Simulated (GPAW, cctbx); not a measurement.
# What do these deviations say about the bonding?

Mg2Ge2Bi, I4/mmm (no. 139), a = 4.6318 Å, b = 4.6318 Å, c = 10.8570 Å, α = 90.00°, β = 90.00°, γ = 90.00°.

| atom | mult. | x | y | z |
| --- | --- | --- | --- | --- |
| Bi1 | 2 | 0 | 0 | 0 |
| Ge1 | 4 | 1/2 | 1/2 | 0.1110 |
| Mg1 | 4 | 1/2 | 0 | 1/4 |

The cell comes from substitution in a known structure type and wasn't matched to any measured phase.

Absolute values of the static structure factors of the conventional cell from DFT (PBE, GPAW) against free spherical atoms, in electrons:

| hkl | d (Å) | free atoms | crystal |
| --- | --- | --- | --- |
| 002 | 5.428 | 136.10 | 136.14 |
| 101 | 4.260 | 65.59 | 65.17 |
| 110 | 3.275 | 219.95 | 220.49 |
| 103 | 2.852 | 197.31 | 197.46 |
| 112 | 2.804 | 198.55 | 198.21 |
| 004 | 2.714 | 80.52 | 79.92 |
| 200 | 2.316 | 271.67 | 271.16 |
| 202 | 2.130 | 118.72 | 118.90 |
| 114 | 2.090 | 10.66 | 11.00 |
| 211 | 2.035 | 59.78 | 59.91 |

**Question.** Which way does charge move, and which reflections show it best?

Project each element's phase sum on the total phase. |F| rises if density moves to atoms that scatter in phase and falls if it moves to atoms that scatter against it; the rule is for low angles, since changes of shape take over beyond. Where all elements are in phase the terms compete, and the compactness of the donor's and the acceptor's density matters too.

| hkl | Bi in phase | Ge in phase | Mg in phase | change (e) | (%) |
| --- | --- | --- | --- | --- | --- |
| 002 | +2.0 | +0.7 | -4.0 | +0.04 | 0.0 |
| 101 | +2.0 | -3.1 | 0.0 | -0.42 | -0.6 |
| 110 | +2.0 | +4.0 | -4.0 | +0.54 | +0.2 |
| 103 | +2.0 | +2.0 | 0.0 | +0.15 | +0.1 |
| 112 | +2.0 | +0.7 | +4.0 | -0.34 | -0.2 |
| 004 | +2.0 | -3.8 | +4.0 | -0.60 | -0.7 |
| 200 | +2.0 | +4.0 | +4.0 | -0.51 | -0.2 |
| 202 | +2.0 | +0.7 | -4.0 | +0.18 | +0.2 |

Low-angle reflections that set elements apart and change by more than 0.05 e: 101, 110, 103, 112, 004 and 202 (002 hardly moves and tells little). The signs fit a gain of density on Ge and a loss on Bi and Mg. The best witness is 004, -0.7 %, where Ge enters with -3.8. The real-space density agrees: Voronoi charges Bi +0.14, Ge -0.22, Mg +0.15 e. The shortest bond, Ge–Ge, has Δρ = +0.13 e/Å³ at its midpoint, a covalent bond charge.
